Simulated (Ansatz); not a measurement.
An input for Ansatz 0.2.0 (Si2MoN4 (MoSi2N4-type monolayer)):

```yaml
crystal:
  lattice:
    - [2.8898995582, 0.0, 0.0]
    - [-1.4449497791, 2.5027264318, 0.0]
    - [0.0, 0.0, 37.1]
  atoms:
    - { symbol: Mo, position: [0.0, 0.0, 0.5] }
    - { symbol: "N", position: [0.3333333333, 0.6666666667, 0.5332982287] }
    - { symbol: "N", position: [0.3333333333, 0.6666666667, 0.4667017713] }
    - { symbol: Si, position: [0.3333333333, 0.6666666667, 0.5802011075] }
    - { symbol: Si, position: [0.3333333333, 0.6666666667, 0.4197988925] }
    - { symbol: "N", position: [0.6666666667, 0.3333333333, 0.5939103712] }
    - { symbol: "N", position: [0.6666666667, 0.3333333333, 0.4060896288] }
  periodic: [true, true, false]
kpoints:
  mp_grid: { grid: [9, 9, 1] }
  band_path:
    path: [[0.0, 0.0, 0.0], [0.5, 0.0, 0.0], [0.3333333333, 0.3333333333, 0.0]]
    npoints: 1
hamiltonian:
  xc: hse06
scf:
  occupations: { method: fixed }
  n_extra_bands: 6
  convergence: { dr2_threshold: 1.0e-10 }
output:
  eigenvalues: true
```

```sh
ansatz run input.yaml --threads 3 --pin off --max-ram 92160MiB --backend cuda --events-out ev --progress --plain --runs-dir out --devices 1 --max-vram 13GiB
```

**Question.** How long will it take on 1 × NVIDIA H100 80GB HBM3 (shared by 6 runs) with 3 threads of AMD EPYC 7R13 (Zen 3), shared host, and how much memory?

It took 35 s; on shared hardware allow 18 s to 71 s. Peak host memory was 1.8 GiB. The sizes that set the cost: 5259 plane waves a state, 12 irreducible k points and 20 SCF cycles.

Exact exchange couples every pair of k points and filled bands, so it costs far more than a semilocal run.

[Paths, hosts, dates, memory and timing lines, banners, echoed tables and standing remarks are left out of the program output.]

[Logs are printed without paths, hosts, clocks, repeated set-up lines and the standing remarks that a program may print on its own settings, such as how far it seeks lower states.]

[Runs of the session that timed out or met a known fault of the program may be left out.]

[Cells called generated may have been cut or substituted from an entry of the Crystallography Open Database or the Materials Project.]

[Hosts, paths, dates, database ids (printed as entryN), source tags and the programs' standing remarks are cut or masked in the printed files.]
